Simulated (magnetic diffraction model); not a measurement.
# Magnetic neutron pattern of CrAgIF3

Space group Pnma (no. 62), a = 11.8260 Å, b = 6.3230 Å, c = 6.3740 Å.

| site | atom | x | y | z |
| --- | --- | --- | --- | --- |
| 4c | I | 0.9641 | 3/4 | 0.8928 |
| 4c | Ag | 0.8497 | 3/4 | 0.5494 |
| 4c | Cr | 0.1026 | 3/4 | 0.7084 |
| 4c | F | 0.5571 | 3/4 | 0.1019 |
| 8d | F | 0.1985 | 0.4980 | 0.7617 |

This is a made-up structure (elements placed in a structure type, unrelaxed), so the numbers test the method and describe no known phase.

Only Cr is taken to order (form factors of Cr3+); orders and moment sizes are assumed, and not adapted to the symmetry. Radiation: neutrons of λ = 1.8 Å, 8° to 35°; isotropic B of 0.41 Å² (I), 0.5 Å² (Ag), 0.55 Å² (Cr) and 0.57 Å² (F). The intensities are simulated: I ∝ L Σ (|F_N|² + |F_M⊥|²) for unpolarised neutrons, with F_M = 2.695 fm/μB × Σ f(s) S exp(2πi Q·r) exp(−B s²) at Q = H ± k (one set where k and −k are equivalent), only the part normal to Q counting and L = 1/(sin²θ cos θ). For collinear order S is the moment m, which repeats by lattice and centring translations R with the sign exp(−2πi k·R). Form factors are spin-only for 3d ions and dipole or tabulated for f ions, scattering lengths are Sears's of 1992, and absorption is left out. A label names one of the reflections at its angle. The strongest nuclear line in the range is 100, and lines under 0.2 are left out.

Assume the order k = (1/2 1/2 1/2), collinear moments along [010], 2.63 μB on Cr; signs + at (0.1026, 3/4, 0.7084), + at (0.3974, 1/4, 0.2084), − at (0.6026, 3/4, 0.7916), + at (0.8974, 1/4, 0.2916).

Predict the pattern, nuclear and magnetic parts apart.

```
2θ (°)          index  nuclear  magnetic
 12.31  (1/2 1/2 1/2)      0.0     174.4
 17.48  (3/2 1/2 1/2)      0.0     112.7
 17.51        (2 0 0)      2.4       0.0
 18.46        (1 0 1)     96.4       0.0
 23.13        (0 1 1)    100.0       0.0
 23.96        (2 0 1)     82.3       0.0
 24.06        (2 1 0)      2.4       0.0
 24.77        (1 1 1)     14.7       0.0
 24.84  (5/2 1/2 1/2)      0.0      55.6
 26.20  (1/2 1/2 3/2)      0.0      49.1
 26.37  (1/2 3/2 1/2)      0.0       6.6
 29.06  (3/2 1/2 3/2)      0.0      38.1
 29.16        (2 1 1)      4.4       0.0
 29.21  (3/2 3/2 1/2)      0.0      11.6
 31.14        (3 0 1)     80.3       0.0
 32.81        (0 0 2)     44.0       0.0
 33.07  (7/2 1/2 1/2)      0.0      27.1
 33.08        (0 2 0)     81.5       0.0
 34.01        (1 0 2)     29.4       0.0
 34.13  (5/2 1/2 3/2)      0.0      24.8
 34.26  (5/2 3/2 1/2)      0.0      12.4
```

The strongest magnetic line in the range is (1/2 1/2 1/2) at 12.31° (174.4). On top of the Lorentz factor, which all lines share, magnetic lines fade with angle because f falls: for Cr3+ it is 0.90, 0.67, 0.42 and 0.11 at sin θ/λ = 0.1, 0.2, 0.3 and 0.5 Å⁻¹, while nuclear lengths stay constant. The order has no net moment.

[Logs are printed without paths, hosts, clocks, repeated set-up lines and the standing remarks that a program may print on its own settings, such as how far it seeks lower states.]
